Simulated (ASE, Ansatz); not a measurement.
# Settings and their price: twisted 1T-PtSe2 bilayer, 87.80° (78 atoms)

The cell holds 78 atoms: 26 Pt and 52 Se. Cell: a = 13.449 Å, b = 13.449 Å, c = 22.440 Å, α = 90.0°, β = 90.0°, γ = 120.0°. It derives from PtSe2 (1T-PtSe2). 1T-PtSe2 (a = 3.73 Å) under 1T-PtSe2 (a = 3.73 Å), bilayer, commensurate cell of 13 unit cells a layer, twist 87.80 deg; facing planes 3.24 Å apart; 14 Å of vacuum; layers as built, displaced by a Gaussian of 0.01 Å. Regions: layer 1, 39 atoms (13 Pt and 26 Se); layer 2, 39 atoms (13 Pt and 26 Se). Vacuum lies along c.

Geometry: as built.

Reference run: Kohn-Sham DFT, PBE+D4, PAW (set soft_2, large core), plane waves (Ansatz 0.2.0), cutoff 420 eV, Γ point, fermi-dirac smearing of 0.025 eV.

```
r.m.s. force component                           : 0.1793 eV/Å
gap (highest filled to lowest empty level) : 1.185 eV
SCF cycles                                       : 14
time                                             : 41 s on 8 threads of Arm Neoverse V2, shared host
```

Q: Estimate how much each variant changes the results, and its time and memory.
- support functions low
- support functions medium
- support functions medium, spacing 0.411 Å
- support functions medium, spacing 0.343 Å
- support functions medium, spacing 0.297 Å
- support functions medium, spacing 0.263 Å
- accuracy = "medium" and crystal.symmetry.detect = false

Differences are against the plane-wave reference (Kohn-Sham DFT, PBE+D4, PAW (set soft_2, large core), plane waves), whose r.m.s. force component is 0.179 eV/Å. Energies are set beside the reference only for runs with its functional, potentials and electron count. Times are for 8 threads of Arm Neoverse V2, shared host. The reference's time includes the DOS and grids, which some other runs skip.

| run | Δ force, r.m.s. (meV/Å) | share of r.m.s. force (%) | Δ energy (meV/atom) | Δ gap (eV) | cycles | time | host memory (GiB) |
| --- | --- | --- | --- | --- | --- | --- | --- |
| reference | - | - | - | - | 14 | 41 s | 4.4 |
| support functions low | 1.52 | 0.849 | -1.51 | 3.0e-4 | 16 | 1.7 min | 5.3 |
| support functions medium | 1.39 | 0.777 | -1.52 | 3.0e-4 | 19 | 2 min | 5.4 |
| support functions medium, spacing 0.411 Å | 137 | 76.2 | -18.3 | 0.0225 | 18 | 49 s | 3.0 |
| support functions medium, spacing 0.343 Å | 10.8 | 6.05 | -4.48 | 0.0017 | 18 | 73 s | 3.8 |
| support functions medium, spacing 0.297 Å | 2.70 | 1.50 | -1.04 | 0.0011 | 18 | 73 s | 4.1 |
| support functions medium, spacing 0.263 Å | 2.08 | 1.16 | -2.22 | 3.0e-4 | 18 | 86 s | 4.6 |
| accuracy = "medium" and crystal.symmetry.detect = false | 0.001 | 5.0e-4 | - | 0 | 14 | 39 s | 4.4 |

Among numerical settings the force difference runs from 0.001 meV/Å (accuracy = "medium" and crystal.symmetry.detect = false) to 137 meV/Å (support functions medium, spacing 0.411 Å). At 78 atoms the fastest of the runs at a preset level, support functions low, takes roughly 2.5 times the time of plane waves (whose run also made extra analyses, so the like-for-like ratio is larger), in 16 SCF cycles against 14. Differences between support functions and plane waves include what basis error the plane-wave run still has. As the typed spacing goes from 0.263 to 0.411 Å, the force difference goes from 2.1 to 137 meV/Å, and the time from 86 s to 49 s. 

[Logs are printed without paths, hosts, clocks, repeated set-up lines and the standing remarks that a program may print on its own settings, such as how far it seeks lower states.]

[Hosts, paths, dates, database ids (printed as entryN), source tags and the programs' standing remarks are cut or masked in the printed files.]
